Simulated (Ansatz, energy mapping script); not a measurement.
**NiI2: J from the energies of magnetic orders**

Wanted: the magnetic order of NiI2, its couplings and an estimate of its ordering temperature, by LDA+U (1.98 eV).

Calculated with Ansatz 0.2.0; LDA with U = 1.98 eV on Ni d, ortho-atomic projectors; plane waves, U on orthogonalised atomic orbitals unless named otherwise, collinear spin, no spin–orbit coupling.

The database entry behind the starting cell differs from later determinations by our own check (an axis about 0.9 % short against later determinations), so it need not match the best structure at ambient conditions.

## (1) Set-up

The structure is trigonal, space group R-3m (No. 166). Conventional cell: a = 3.892 Å, b = 3.892 Å, c = 19.634 Å, α = 90.00°, β = 90.00°, γ = 120.00°. Nearest to Ni lie 6 I at 2.78 Å. Nearest to I lie 3 Ni at 2.78 Å. Farther neighbours and most contacts between anions are not listed.

A Hubbard U penalises fractional filling of the shell. It raises the cost of virtual hops to the neighbours, so couplings that rest on such hops usually weaken.

## (2) A first run with parallel moments

One run in the crystal's own cell, under LDA with U = 4.8 eV on Ni d, ortho-atomic projectors, shows which elements keep a moment. Transition or f elements with 0.3 μB or more enter the spin model; moments induced on other atoms do not.

input.yaml

```yaml
crystal:
  lattice:
    - [1.946, 1.123523624, 6.544666667]
    - [-1.946, 1.123523624, 6.544666667]
    - [0.0, -2.247047248, 6.544666667]
  atoms:
    - { symbol: Ni, position: [0.0, 0.0, 0.0], spin: 2.0 }
    - { symbol: I, position: [0.25, 0.25, 0.25] }
    - { symbol: I, position: [0.75, 0.75, 0.75] }
magnetization:
  spin_polarized: true
kpoints:
  mp_grid: { grid: [8, 8, 8] }
hamiltonian:
  xc: lda
  hubbard:
    sites: [{ species: Ni, l: d, u_eff: 4.8 }]
    projectors: ortho-atomic
scf:
  occupations: { method: fermi_dirac, width: 0.05 }
output:
  eigenvalues: true
```

The run is started by

```sh
$ ansatz run input.yaml --threads 4 --pin off --max-ram 8192MiB --backend cpu --events-out ev --progress --plain --runs-dir out
```

Numbers of over 12 decimals in the logs are rounded to 6 here.

The log of the run:

```text
basis.fft_grid_basis auto: the FFT boxes are laid along the combinations [[1, 0, -1], [0, 1, -1], [0, 0, 1]] of the cell's own vectors, 3.892, 3.892 and 6.920 Å long. The dense box has 27×27×48 points. Along the cell's own vectors, as sized, it would have 48×48×48, 3.16 times as many. Of the 12 symmetry operations that the crystal satisfies within crystal.symmetry.tolerance (time reversal apart; of a slab, those that [...]
Engine: ansatz 0.2.0, aarch64-unknown-linux-gnu
Pseudopotentials: kind: paw
Pseudopotential: Ni, paw, valence charge 18, recommended cutoff 420 eV (normal), Ni.paw.azcp
Pseudopotential: I, paw, valence charge 17, recommended cutoff 420 eV (normal), I.paw.azcp
Functional definition: SPW92
  exchange = slater_x
  correlation = pw_c
Crystal: 3 atoms, lattice volume = 85.855 Å³
Basis set: ecut = 420 eV, 1713 PW (Γ), FFT grids on a1−a3, a2−a3, a3
Bands: 33, of which v1, the nominal top of the filled ones, is band 26 counted from 1 (25 counted from 0)
Symmetry: 12 space group operations
Space group: R-3m (ITA 166), of the structure as read, at distance tolerance 4.4e-5 Å
Magnetic group: BNS 166.97 (UNI 1327), of the structure as read, at distance tolerance 4.4e-5 Å
k-points: 65 of 512
Non-local potential: Ni, projectors of the file, l = 0: 3, l = 1: 2, l = 2: 3, l = 3: 1
Non-local potential: I, projectors of the file, l = 0: 2, l = 1: 2, l = 2: 2, l = 3: 2
PAW form: soft (Blöchl's): semilocal exchange-correlation on the pseudo side does not see the compensation charge
PAW frozen core: Ni, regenerated for the run's functional, and the local potential with it (the file was generated under x = pbe(κ = 0.804, μ = 0.219515), c = pbe(β = 0.066725))
PAW frozen core: I, regenerated for the run's functional, and the local potential with it (the file was generated under x = pbe(κ = 0.804, μ = 0.219515), c = pbe(β = 0.066725))
PAW one-centre angular grid: Ni, 590 points (default); XC on 64 Gauss nodes
PAW one-centre angular grid: I, 590 points (default); XC on 64 Gauss nodes
Initial density: superposition of atomic densities (chi_scale 0.1, normalization cell, long waves kept (reshape's long-wave potential 0.11 eV rms))
Starting moments: Σ|m| = 2 μB on 1 of 3 sites
Initial wavefunctions: pseudopotential atomic-orbital guess
Functional: x = slater, c = lda
SCF iter   1: F=—  HF=-20490.069678 eV  |F-HF|=—  |Δ(HF+E_count)|=         —  Δρ=2.01e-1 (↑2.59e-2 ↓2.01e-1)  dr2=4.81e1  dr2_m=6.68e0  M=0.310 μB ∫|m|=0.342 μB  β_m=0.30  ethr=3.10e-3  ⟨swp⟩=7.7  Hψ=19482  notcnv=0  defer=10
preconditioner: auto → Kerker (q_TF=auto, 2.510 Å⁻¹)  [metal: Δε(μ)=0.008 eV  Ē_g=11.626 eV  σ=0.050 eV  W_gap=0.04  n_scr=28 (ndim 8)  ℏωp=19.6 eV  f_vac=0.045  D(μ)=3.82/eV (n_scr^D=28)]
[...]
SCF iter  17: F=—  HF=-20483.665780 eV  |F-HF|=—  |Δ(HF+E_count)|=   3.40e-5  Δρ=4.25e-4 (↑1.07e-4 ↓4.25e-4)  dr2=1.52e-4  dr2_m=2.48e-5  M=1.998 μB ∫|m|=2.026 μB  β_m=0.90  ethr=8.12e-7  ⟨swp⟩=1.5  Hψ=4473  notcnv=0  defer=164
SCF iter  18: F=—  HF=-20483.665763 eV  |F-HF|=—  |Δ(HF+E_count)|=   1.68e-5  Δρ=1.75e-4 (↑4.39e-5 ↓1.75e-4)  dr2=4.55e-5  dr2_m=3.77e-6  M=1.998 μB ∫|m|=2.027 μB  β_m=0.95  ethr=2.92e-7  ⟨swp⟩=2.0  Hψ=7143  notcnv=0  defer=164
SCF iter  19: F=—  HF=-20483.665759 eV  |F-HF|=—  |Δ(HF+E_count)|=   3.71e-6  Δρ=1.59e-5 (↑1.09e-5 ↓1.59e-5)  dr2=1.14e-6  dr2_m=6.06e-8  M=1.998 μB ∫|m|=2.027 μB  β_m=0.97  ethr=8.75e-8  ⟨swp⟩=1.6  Hψ=4398  notcnv=0  defer=164
SCF iter  20: F=—  HF=-20483.665759 eV  |F-HF|=—  |Δ(HF+E_count)|=   1.46e-7  Δρ=4.01e-6 (↑3.36e-6 ↓4.01e-6)  dr2=1.58e-7  dr2_m=1.45e-9  M=1.998 μB ∫|m|=2.027 μB  β_m=0.99  ethr=2.20e-9  ⟨swp⟩=2.0  Hψ=5277  notcnv=0  defer=164
SCF iter  21: F=-20483.665759 eV  HF=-20483.665759 eV  |F-HF|=2.53e-8  |Δ(HF+E_count)|=   5.59e-9  Δρ=4.94e-6 (↑1.71e-6 ↓4.94e-6)  dr2=4.13e-8  dr2_m=3.33e-9  M=1.998 μB ∫|m|=2.027 μB  ethr=1.92e-10  ⟨swp⟩=11.5  Hψ=16010  notcnv=0
SCF 1 converged in 21 iterations: F = -20483.665759 eV  dr2 = 4.13e-8
[...]
SCF converged after 21 iterations
Magnetization: 1.9984 μB (26.9992 up, 25.0008 down)
Absolute magnetization: 2.0265 μB (∫|ρ↑−ρ↓|, with the PAW one-centre terms)
Spin contamination: 0.0034 ħ² per cell (⟨S²⟩ above its minimum at these occupations)
Per-site moments (μB) at R_I (Å): [(1.374550, 1.146591), (0.198409, 1.146591), (0.198409, 1.146591)]
Free energy (F): -20483.665759 eV
Harris-Foulkes:  -20483.665759 eV  (|F-HF|=2.53e-8)
Internal energy: -20483.665290 eV  (E = F + TS)
E sigma→0 (E₀):  -20483.665525 eV
Entropy (-TS):   -0.000469 eV (-0.156 meV/atom)
Fermi energy:    8.167892 eV
--- Per-component energies (eV) ---
  E_band       = -1175.971641
  E_kinetic    = 658.294735
  E_local      = -9029.827278  (includes V_loc(G=0)·N_el)
  E_nonlocal   = 474.945396
  E_hartree    = 4237.238212
  E_xc         = -336.331913
  E_vxc        = -363.052357  (∫ρ·V_xc dr)
  E_hubbard    = 1.197409  (on-site DFT+U / exact-exchange correction)
  E_vhub       = -18.341159  (the Hubbard potential's part of the band-sum identity)
  E_paw        = -10887.504893  (= ΣΔE_a)
  E_vpaw       = -1372.484698  (= ΣTr[D̂ρ^β])
  E_aug_tail   = 0.000559  (compensation charges beyond the density's cutoff)
  E_ewald      = -5603.674067
  E_core_change = 1.996551  (= ΣΔE_core)
  E_smearing   = -0.000469  (= −TS)
  E_closure    = 0.000000  (closes the sum)
  Σ components = -20483.665759   (vs F -20483.665759, Δ=0.00e0)
--- Band table (eV; the first three rows and the last of 130) ---
  k-point 0 ↑: bands = [... 22 lower, 7.4000, 7.5758, 7.5758, 7.7916, 7.7916, 11.3761, 12.5376, 14.4575, ... 3 higher]
  k-point 1 ↑: bands = [... 22 lower, 6.6454, 6.9858, 7.3379, 7.4945, 7.6983, 12.0862, 13.1698, 14.0032, ... 3 higher]
  k-point 2 ↑: bands = [... 22 lower, 5.2921, 5.7392, 6.8350, 7.3044, 7.4827, 12.0147, 13.4885, 14.7413, ... 3 higher]
  k-point 64 ↓: bands = [... 22 lower, 6.3961, 7.5596, 7.5596, 9.2608, 9.2608, 12.9554, 13.0772, 14.9222, ... 3 higher]
Occupation matrices written to <dir>
```

It took 11 s on 4 threads of Arm Neoverse V1, shared host; peak memory 0.6 GiB.

Spin moment in the sphere by atom:

| atom | spin moment in the sphere (μB) |
| --- | --- |
| Ni1 | 1.37 |
| I2 | 0.20 |
| I3 | 0.20 |

The run ends ferromagnetic; Ni carries the moments.

## (3) A run to fix the orbital filling

A corrected shell can settle in several orbital fillings. One parallel run, with an occupation width a fifth wider than the orders use, therefore is to supply the occupation matrices. All orders start from them.

Edit input.yaml of step 2 so:

```diff
@@ -16,6 +16,6 @@
   hubbard:
-    sites: [{ species: Ni, l: d, u_eff: 4.8 }]
+    sites: [{ species: Ni, l: d, u_eff: 1.98 }]
     projectors: ortho-atomic
 scf:
-  occupations: { method: fermi_dirac, width: 0.05 }
+  occupations: { method: fermi_dirac, width: 0.06 }
 output:
```

The log of the run:

```text
[...]
Crystal: 3 atoms, lattice volume = 85.855 Å³
Basis set: ecut = 420 eV, 1713 PW (Γ), FFT grids on a1−a3, a2−a3, a3
Bands: 33, of which v1, the nominal top of the filled ones, is band 26 counted from 1 (25 counted from 0)
Symmetry: 12 space group operations
[...]
k-points: 65 of 512
[...]
Starting moments: Σ|m| = 2 μB on 1 of 3 sites
[...]
SCF iter   1: F=—  HF=-20491.237393 eV  |F-HF|=—  |Δ(HF+E_count)|=         —  Δρ=2.01e-1 (↑2.56e-2 ↓2.01e-1)  dr2=4.77e1  dr2_m=6.67e0  M=0.290 μB ∫|m|=0.325 μB  β_m=0.30  ethr=3.10e-3  ⟨swp⟩=7.7  Hψ=19468  notcnv=0  defer=15
[...]
SCF iter  20: F=-20484.411628 eV  HF=-20484.411628 eV  |F-HF|=1.26e-8  |Δ(HF+E_count)|=   5.94e-8  Δρ=2.99e-6 (↑1.82e-6 ↓2.99e-6)  dr2=2.28e-8  dr2_m=5.77e-10  M=1.946 μB ∫|m|=1.979 μB  ethr=1.92e-10  ⟨swp⟩=10.2  Hψ=16916  notcnv=0
SCF 1 converged in 20 iterations: F = -20484.411628 eV  dr2 = 2.28e-8
[...]
SCF converged after 20 iterations
Magnetization: 1.9458 μB (26.9729 up, 25.0271 down)
Absolute magnetization: 1.9796 μB (∫|ρ↑−ρ↓|, with the PAW one-centre terms)
[...]
Per-site moments (μB) at R_I (Å): [(1.261880, 1.146591), (0.218688, 1.146591), (0.218688, 1.146591)]
Free energy (F): -20484.411628 eV
[...]
Internal energy: -20484.403007 eV  (E = F + TS)
E sigma→0 (E₀):  -20484.407317 eV
Entropy (-TS):   -0.008621 eV (-2.874 meV/atom)
Fermi energy:    8.117554 eV
[...]
--- Band table (eV; the first three rows and the last of 130) ---
  k-point 0 ↑: bands = [... 22 lower, 7.3497, 7.5299, 7.5299, 7.9517, 7.9517, 11.4054, 12.5454, 14.5071, ... 3 higher]
  k-point 1 ↑: bands = [... 22 lower, 6.7092, 7.0271, 7.3529, 7.5965, 7.8250, 12.1174, 13.1818, 14.0319, ... 3 higher]
  k-point 2 ↑: bands = [... 22 lower, 5.7262, 6.0211, 6.8963, 7.4261, 7.6152, 12.0745, 13.4961, 14.7605, ... 3 higher]
  k-point 64 ↓: bands = [... 22 lower, 6.4297, 7.5278, 7.5278, 9.1294, 9.1294, 12.9729, 13.1251, 14.9781, ... 3 higher]
Occupation matrices written to <dir>
```

It took 12 s on 4 threads; peak memory 0.6 GiB.

Read from the output:

- final state: ferromagnetic
- electrons in the corrected shells: 8.726 e
- largest moment: 1.262 μB

## (4) Order 1: parallel, cell A of 6 atoms

Each cell gets its own parallel run on the same mesh, so that most of the mesh error cancels in the differences.

input.yaml

```yaml
crystal:
  lattice:
    - [-1.946, 3.370570872, 0.0]
    - [-5.838, -3.370570872, 0.0]
    - [1.946, 1.123523624, 6.544666667]
  atoms:
    - { symbol: Ni, position: [0.5, 0.5, 0.0], spin: 2.0 }
    - { symbol: Ni, position: [0.0, 0.0, 0.0], spin: 2.0 }
    - { symbol: I, position: [0.5, 0.75, 0.75] }
    - { symbol: I, position: [0.0, 0.25, 0.75] }
    - { symbol: I, position: [0.5, 0.25, 0.25] }
    - { symbol: I, position: [0.0, 0.75, 0.25] }
magnetization:
  spin_polarized: true
kpoints:
  mp_grid: { grid: [7, 5, 5] }
hamiltonian:
  xc: lda
  hubbard:
    sites:
      - { species: Ni, l: d, u_eff: 1.98 }
      - { site: 0, l: d, u_eff: 1.98, starting_ns: [{ spin: up, occupation_matrix: ni1_major }, { spin: down, occupation_matrix: ni1_minor }] }
      - { site: 1, l: d, u_eff: 1.98, starting_ns: [{ spin: up, occupation_matrix: ni1_major }, { spin: down, occupation_matrix: ni1_minor }] }
    projectors: ortho-atomic
    occupation_matrices:
      ni1_major:
        matrix:
          - [0.993, 0.0, 0.0, 0.0, 0.0]
          - [0.0, 0.994, 0.0, 0.0, 0.0]
          - [0.0, 0.0, 0.994, 0.0, 0.0]
          - [0.0, 0.0, 0.0, 0.992, 0.0]
          - [0.0, 0.0, 0.0, 0.0, 0.992]
      ni1_minor:
        matrix:
          - [0.984, 0.0, 0.0, 0.0, 0.0]
          - [0.0, 0.576, 0.0, 0.0, 0.266]
          - [0.0, 0.0, 0.576, 0.266, 0.0]
          - [0.0, 0.0, 0.266, 0.812, 0.0]
          - [0.0, 0.266, 0.0, 0.0, 0.812]
scf:
  occupations: { method: fermi_dirac, width: 0.05 }
output:
  eigenvalues: true
  write_density: true
  write_potential: true
  elf: true
  volumetric_format: npy
```

The log of the run:

```text
[...]
Crystal: 6 atoms, lattice volume = 171.709 Å³
Basis set: ecut = 420 eV, 3375 PW (Γ)
Bands: 65, of which v1, the nominal top of the filled ones, is band 52 counted from 1 (51 counted from 0)
Symmetry: 8 space group operations
[...]
k-points: 52 of 175
[...]
Starting moments: Σ|m| = 4 μB on 2 of 6 sites
[...]
SCF iter   1: F=—  HF=-40982.690205 eV  |F-HF|=—  |Δ(HF+E_count)|=         —  Δρ=2.00e-1 (↑2.58e-2 ↓2.00e-1)  dr2=9.49e1  dr2_m=1.33e1  M=0.550 μB ∫|m|=0.618 μB  β_m=0.30  ethr=3.10e-3  ⟨swp⟩=7.3  Hψ=27188  notcnv=0  defer=55
[...]
SCF iter  22: F=-40968.819798 eV  HF=-40968.819798 eV  |F-HF|=3.09e-9  |Δ(HF+E_count)|=   1.33e-7  Δρ=1.17e-6 (↑9.51e-7 ↓1.17e-6)  dr2=1.53e-8  dr2_m=2.44e-10  M=3.925 μB ∫|m|=3.991 μB  ethr=9.62e-11  ⟨swp⟩=12.5  Hψ=30922  notcnv=0
SCF 1 converged in 22 iterations: F = -40968.819798 eV  dr2 = 1.53e-8
[...]
SCF converged after 22 iterations
Magnetization: 3.9252 μB (53.9626 up, 50.0374 down)
Absolute magnetization: 3.9920 μB (∫|ρ↑−ρ↓|, with the PAW one-centre terms)
[...]
Per-site moments (μB) at R_I (Å): [(1.267471, 1.146591), (1.267471, 1.146591), (0.222277, 1.146591), (0.222277, 1.146591), (0.222277, 1.146591), (0.222277, 1.146591)]
Free energy (F): -40968.819798 eV
[...]
Internal energy: -40968.809548 eV  (E = F + TS)
E sigma→0 (E₀):  -40968.814673 eV
Entropy (-TS):   -0.010250 eV (-1.708 meV/atom)
Fermi energy:    8.114377 eV
[...]
--- Specified on-site occupations, and those of the state reported ---
  electrons in the specified blocks: 17.4500 specified, 17.4474 found
  site 0 (l=d) ↓: largest change of an orbital's occupation 0.0017; electrons 3.7600 specified, 3.7566 found; spectral distance 0.0023
[...]
site 1 (l=d) ↑: largest change of an orbital's occupation 0.0009; electrons 4.9650 specified, 4.9671 found; spectral distance 0.0010
[...]
--- Band table (eV; the first three rows and the last of 104) ---
  k-point 0 ↑: bands = [... 48 lower, 7.5299, 7.5303, 7.8418, 7.8477, 7.9485, 7.9488, 10.1235, 11.4038, ... 9 higher]
  k-point 1 ↑: bands = [... 48 lower, 7.4424, 7.4428, 7.4658, 7.7078, 8.0299, 8.0302, 10.4951, 11.9839, ... 9 higher]
  k-point 2 ↑: bands = [... 48 lower, 6.8681, 7.3375, 7.3379, 7.4563, 8.1248, 8.1251, 11.1708, 12.7668, ... 9 higher]
  k-point 51 ↓: bands = [... 48 lower, 6.4790, 6.6473, 8.5752, 8.7583, 8.7669, 8.8592, 11.1685, 11.2060, ... 9 higher]
Occupation matrices written to <dir>
```

Elapsed: 47 s, on 4 threads; peak memory 1.2 GiB.

Spin moment in the sphere by atom:

| atom | spin moment in the sphere (μB) |
| --- | --- |
| Ni1 | 1.27 |
| Ni2 | 1.27 |
| I3 | 0.22 |
| I4 | 0.22 |
| I5 | 0.22 |
| I6 | 0.22 |

The run ends ferromagnetic.

Spin density in the bc plane at fractional x = 0.000, with atoms of Ni and I within 0.2 Å of it.

Ten even steps from '_' (0.0 e/Å³) to '@' (3.9 e/Å³), each cell a mean:
```
++::________________________________--
______________________________________
______________________________________
______________________________________
______________________________________
______________________________________
______________________________________
______________________________________
______________________________________
______________________________________
______________________________________
______________________________________
______________________________________
______________________________________
______________________________________
______________________________________
______________________________________
::..________________________________..
@@::________________________________++
```
Columns run along b (6.7 Å), rows up along c (6.9 Å). Atoms in or near the plane, at fractional coordinates: Ni at (0.00, 0.00), I at (0.25, 0.75), I at (0.75, 0.25).

ELF in the bc plane at fractional x = 0.000, with atoms of Ni and I within 0.2 Å of it. It is the smooth field of the valence electrons, not physical close to the nuclei.

Ten even steps from '_' (0.01) to '@' (0.75), each cell a mean:
```
**--..--++####**==::..__........::==**
--..--##%%%%##%%##==..______....::--==
::--##%%##**##%%%%**..______......::::
--##@@##==--++##%%**..______..........
++%%%%++====++%%%%++________..........
**@@%%++--==##@@%%--________________..
**@@@@%%##%%@@@@**..________________..
++@@@@@@@@@@@@**::____________________
::++%%@@@@##==::______________......__
__..--==--..____________..--++####++::
..____________________::**%%@@@@@@@@**
--__________________..**@@@@@@%%@@@@%%
==__________________==%%@@##++++##@@@@
--..__....________..**%%##====--**%%%%
::..........______::##%%**--====##@@**
..::........______--%%%%##++++##%%##--
----::....________::##%%%%####%%##--..
++++--::..________..==##%%####**--..--
%%**--::..::::::......--====--::::--**
```
Columns run along b (6.7 Å), rows up along c (6.9 Å). Atoms in or near the plane, at fractional coordinates: Ni at (0.00, 0.00), I at (0.25, 0.75), I at (0.75, 0.25).

[end of part 1 of 3]

[Logs and program files are shortened in this print: banners, set-up blocks, solver, clock and traceback lines can be left out without a mark of their own.]

[Logs are printed without paths, hosts, clocks, repeated set-up lines and the standing remarks that a program may print on its own settings, such as how far it seeks lower states.]

[Hosts, paths, dates, database ids (printed as entryN), source tags and the programs' standing remarks are cut or masked in the printed files.]

[Where a cell is said to come from a database of computed structures, the database is the Materials Project.]
